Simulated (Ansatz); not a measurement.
## Bi2S2O (P4/nmm): how G0W0 depends on its starting point

One-shot GW is not self-consistent; how far does the start matter for Bi2S2O (P4/nmm)?

Method: G0W0 on several functionals, plane waves, PAW, in Ansatz 0.2.0.

This is a report of a sequence of runs, with most program output left out.

In doubt: masses and optical values from hybrid runs of this build are listed as unsure (step 4), which bears on the screening that GW takes from such a start.

## 1. The structure

The structure is tetragonal, space group P4/nmm (No. 129). Conventional cell: a = 3.954 Å, b = 3.954 Å, c = 14.051 Å, α = 90.00°, β = 90.00°, γ = 90.00°. Nearest to Bi lie 5 S at 2.52 to 2.82 Å. Nearest to Bi lie 4 O at 2.34 Å and 4 S at 3.12 Å. Nearest to S lie 4 Bi at 2.82 Å. S has 5 Bi at 2.52 to 3.12 Å nearest. O has 4 Bi at 2.34 Å nearest. Farther neighbours and most contacts between anions are not listed.

As a file:

```cif
data_structure
_symmetry_space_group_name_H-M 'P 1'
_symmetry_Int_Tables_number 1
_cell_length_a 3.9541
_cell_length_b 3.9541
_cell_length_c 14.0506
_cell_angle_alpha 90.000
_cell_angle_beta 90.000
_cell_angle_gamma 90.000
_cell_volume 219.68
loop_
_atom_site_label
_atom_site_type_symbol
_atom_site_fract_x
_atom_site_fract_y
_atom_site_fract_z
_atom_site_occupancy
Bi1 Bi 0.00000 0.50000 0.86650 1
Bi2 Bi 0.50000 0.00000 0.13350 1
Bi3 Bi 0.50000 0.00000 0.58909 1
Bi4 Bi 0.00000 0.50000 0.41091 1
S5 S 0.50000 0.00000 0.89431 1
S6 S 0.00000 0.50000 0.10569 1
S7 S 0.00000 0.50000 0.68749 1
S8 S 0.50000 0.00000 0.31251 1
O9 O 0.00000 0.00000 0.50000 1
O10 O 0.50000 0.50000 0.50000 1
```

The cell and positions are those that the Materials Project relaxed with its own functionals (PBE, PBE+U or r2SCAN), kept fixed. Spin-orbit coupling is left out unless a step names it. The default PAW set here is soft_2. Its files were made with PBE.

## 2. G0W0 on LDA

G0W0 replaces the xc potential by the self-energy, built once from these orbitals. Only a window of levels is corrected, while the sums run over the empty bands that the input names.

This step: G0W0 on LDA, plane waves, PAW.

Input file input.yaml:

```yaml
crystal:
  lattice:
    - [3.95410139, 0.0, 0.0]
    - [0.0, 3.95410139, 0.0]
    - [0.0, 0.0, 14.05057958]
  atoms:
    - { symbol: Bi, position: [0.0, 0.5, 0.86649583] }
    - { symbol: Bi, position: [0.5, 0.0, 0.13350417] }
    - { symbol: Bi, position: [0.5, 0.0, 0.58909314] }
    - { symbol: Bi, position: [0.0, 0.5, 0.41090686] }
    - { symbol: S, position: [0.5, 0.0, 0.89431341] }
    - { symbol: S, position: [0.0, 0.5, 0.10568659] }
    - { symbol: S, position: [0.0, 0.5, 0.68748752] }
    - { symbol: S, position: [0.5, 0.0, 0.31251248] }
    - { symbol: O, position: [0.0, 0.0, 0.5] }
    - { symbol: O, position: [0.5, 0.5, 0.5] }
kpoints:
  mp_grid: { grid: [4, 4, 2] }
hamiltonian:
  xc: lda
scf:
  occupations: { method: fixed }
gw:
  n_empty_bands: 1009
  ecut_chi: 160.0
  qp_bands: [v3, c3]
  qp_kpoints: band_edges
  screening: { model: contour_deformation }
```

On the command line:

```
$ ansatz run input.yaml --threads 3 --pin off --max-ram 92160MiB --backend cuda --events-out ev --progress --plain --runs-dir out --devices 1 --max-vram 13GiB
```

Wall time 99 s (1 × NVIDIA H100 80GB HBM3 (shared by 6 runs) with 3 threads of AMD EPYC 7R13 (Zen 3), shared host); peak memory 4 GiB; 3.4 min of CPU time.

Numbers from this step:

```
bands summed                                 : 1057
RPA ε∞ on this mesh (eigenvalues)            : 10.24, 29.71, 29.71
plane waves in the screening matrix          : 989
q-points in the mesh                         : 32
G0W0 gap on the mesh                         : 1.244 eV
k of the valence top                         : 0, -0.5, 0
k of the conduction bottom                   : 0, -0.5, 0
starting gap on the mesh                     : 0.9099 eV
Z at the valence top                         : 0.7331
Z at the conduction bottom                   : 0.7520
least direct G0W0 gap on the computed points : 1.244 eV
```

The gap on the mesh goes from 0.91 eV to 1.24 eV, a correction of +0.33 eV. Between the two edge states, bare exchange in place of the xc potential would open the gap by 4.22 eV, and correlation takes back 3.88 eV.

## 3. G0W0 on r2SCAN

One-shot GW remembers its start. Another functional's orbitals and levels show by how much.

This step: G0W0 on r2SCAN, plane waves, PAW.

Edit input.yaml of step 2 so:

```diff
@@ -19,3 +19,3 @@
 hamiltonian:
-  xc: lda
+  xc: r2scan
 scf:
```

Wall time 76 s (1 × NVIDIA H100 80GB HBM3 (shared by 6 runs) with 3 threads); peak memory 4.6 GiB.

This step gave:

| Item | Value |
| --- | --- |
| bands summed | 1057 |
| RPA ε∞ on this mesh (eigenvalues) | 8.050, 21.87, 21.87 |
| plane waves in the screening matrix | 989 |
| q-points in the mesh | 32 |
| G0W0 gap on the mesh | 1.377 eV |
| k of the valence top | 0, -0.5, 0 |
| k of the conduction bottom | 0, -0.5, 0 |
| starting gap on the mesh | 1.189 eV |
| Z at the valence top | 0.7495 |
| Z at the conduction bottom | 0.7681 |
| least direct G0W0 gap on the computed points | 1.377 eV |

Against the run with 4×4×2 mesh, 1009 empty bands, screening to 160 eV on LDA, the gap moves by +0.13 eV, while the start moved by +0.28 eV.

## 4. G0W0 on HSE06

This step: G0W0 on HSE06, plane waves, PAW.

Edit input.yaml of step 3 so:

```diff
@@ -19,3 +19,3 @@
 hamiltonian:
-  xc: r2scan
+  xc: hse06
 scf:
```

Elapsed: 3.4 min, on 1 × NVIDIA H100 80GB HBM3 (shared by 6 runs) with 3 threads; peak memory 4.6 GiB.

Numbers from this step:

- bands summed: 1057
- RPA ε∞ on this mesh (eigenvalues): 7.078, 17.68, 17.68
- plane waves in the screening matrix: 989
- G0W0 gap on the mesh: 1.462 eV
- k of the valence top: 0, -0.5, 0
- k of the conduction bottom: 0, -0.5, 0
- starting gap on the mesh: 1.387 eV
- least direct G0W0 gap on the computed points: 1.462 eV

Against the run with 4×4×2 mesh, 1009 empty bands, screening to 160 eV on r2SCAN, the gap moves by +0.09 eV, while the start moved by +0.20 eV.

## 5. The starts together

All on the 4×4×2 mesh with 1009 empty bands and screening to 160 eV. Times are wall times on 1 × NVIDIA H100 80GB HBM3 (shared by 6 runs) with 3 threads of AMD EPYC 7R13 (Zen 3), shared host, good to a factor of about two.

```
 start  starting gap (eV)  shift (eV)  G0W0 gap (eV)  RPA ε∞ (harmonic mean)  Z (valence, conduction)     time
   LDA               0.91       +0.33           1.24                   18.18               0.73, 0.75     99 s
r2SCAN               1.19       +0.19           1.38                   13.91               0.75, 0.77     76 s
 HSE06               1.39       +0.08           1.46                   11.79               0.77, 0.78  3.4 min
```

How the two edges are built up, in eV (the quasiparticle level is the starting level plus Σx plus Σc less Vxc):

```
   run               edge  start      Σx     Σc     Vxc     Z    QP
   LDA        valence top   8.25  -17.34   0.70  -16.46  0.73  8.07
   LDA  conduction bottom   9.16  -11.21  -3.18  -14.55  0.75  9.31
r2SCAN        valence top   8.44  -17.49   0.80  -16.39  0.75  8.14
r2SCAN  conduction bottom   9.63  -10.64  -3.24  -13.77  0.77  9.52
 HSE06        valence top   8.23  -17.46   0.71  -16.55  0.77  8.04
 HSE06  conduction bottom   9.62  -10.37  -3.29  -13.54  0.78  9.50
```

For a hybrid start, Vxc holds its share of exact exchange.

## 6. Summary of results

| Quantity | Value |
| --- | --- |
| G0W0@LDA | 1.24 eV (start 0.91 eV) |
| G0W0@r2SCAN | 1.38 eV (start 1.19 eV) |
| G0W0@HSE06 | 1.46 eV (start 1.39 eV) |
| known limits | not at the basis limit; no spin-orbit coupling; coarse k mesh |

In words: The starting gaps span 0.48 eV and the G0W0 gaps 0.22 eV. Between LDA and HSE06, 0.22 eV of the 0.48 eV survives, 46 %. HSE06 screens less than LDA (ε∞ 11.79 against 18.18). Of the 0.22 eV by which its G0W0 gap is higher, the correlation part gives −0.12 eV, and exchange with the one-particle terms, which follow the orbitals, +0.34 eV. The smallest correction, +0.08 eV, is on HSE06, the start nearest to reproducing itself. Bands and cutoff are finite, so the gap is not at the basis limit. The miss can reach some tenths of an eV and take either sign; the mesh is an error of its own. The 4×4×2 mesh is coarse for this cell (its supercell is 16 Å along the shortest edge). The RPA ε∞ on it, from the LDA start, is 10.24 and 29.71; such meshes misread the long-range screening, most where the gap is narrow. Where an edge is built on 6p states of lead, bismuth or thallium, scalar-relativistic gaps usually stand too wide, by a few tenths to over one eV. The many-body steps are scalar-relativistic: spin-orbit coupling is not in them.

[Paths, hosts, dates, memory and timing lines, banners, echoed tables and standing remarks are left out of the program output.]

[Logs are printed without paths, hosts, clocks, repeated set-up lines and the standing remarks that a program may print on its own settings, such as how far it seeks lower states.]

[Runs of the session that timed out or met a known fault of the program may be left out.]

[Cells called generated may have been cut or substituted from an entry of the Crystallography Open Database or the Materials Project.]

[Hosts, paths, dates, database ids (printed as entryN), source tags and the programs' standing remarks are cut or masked in the printed files.]
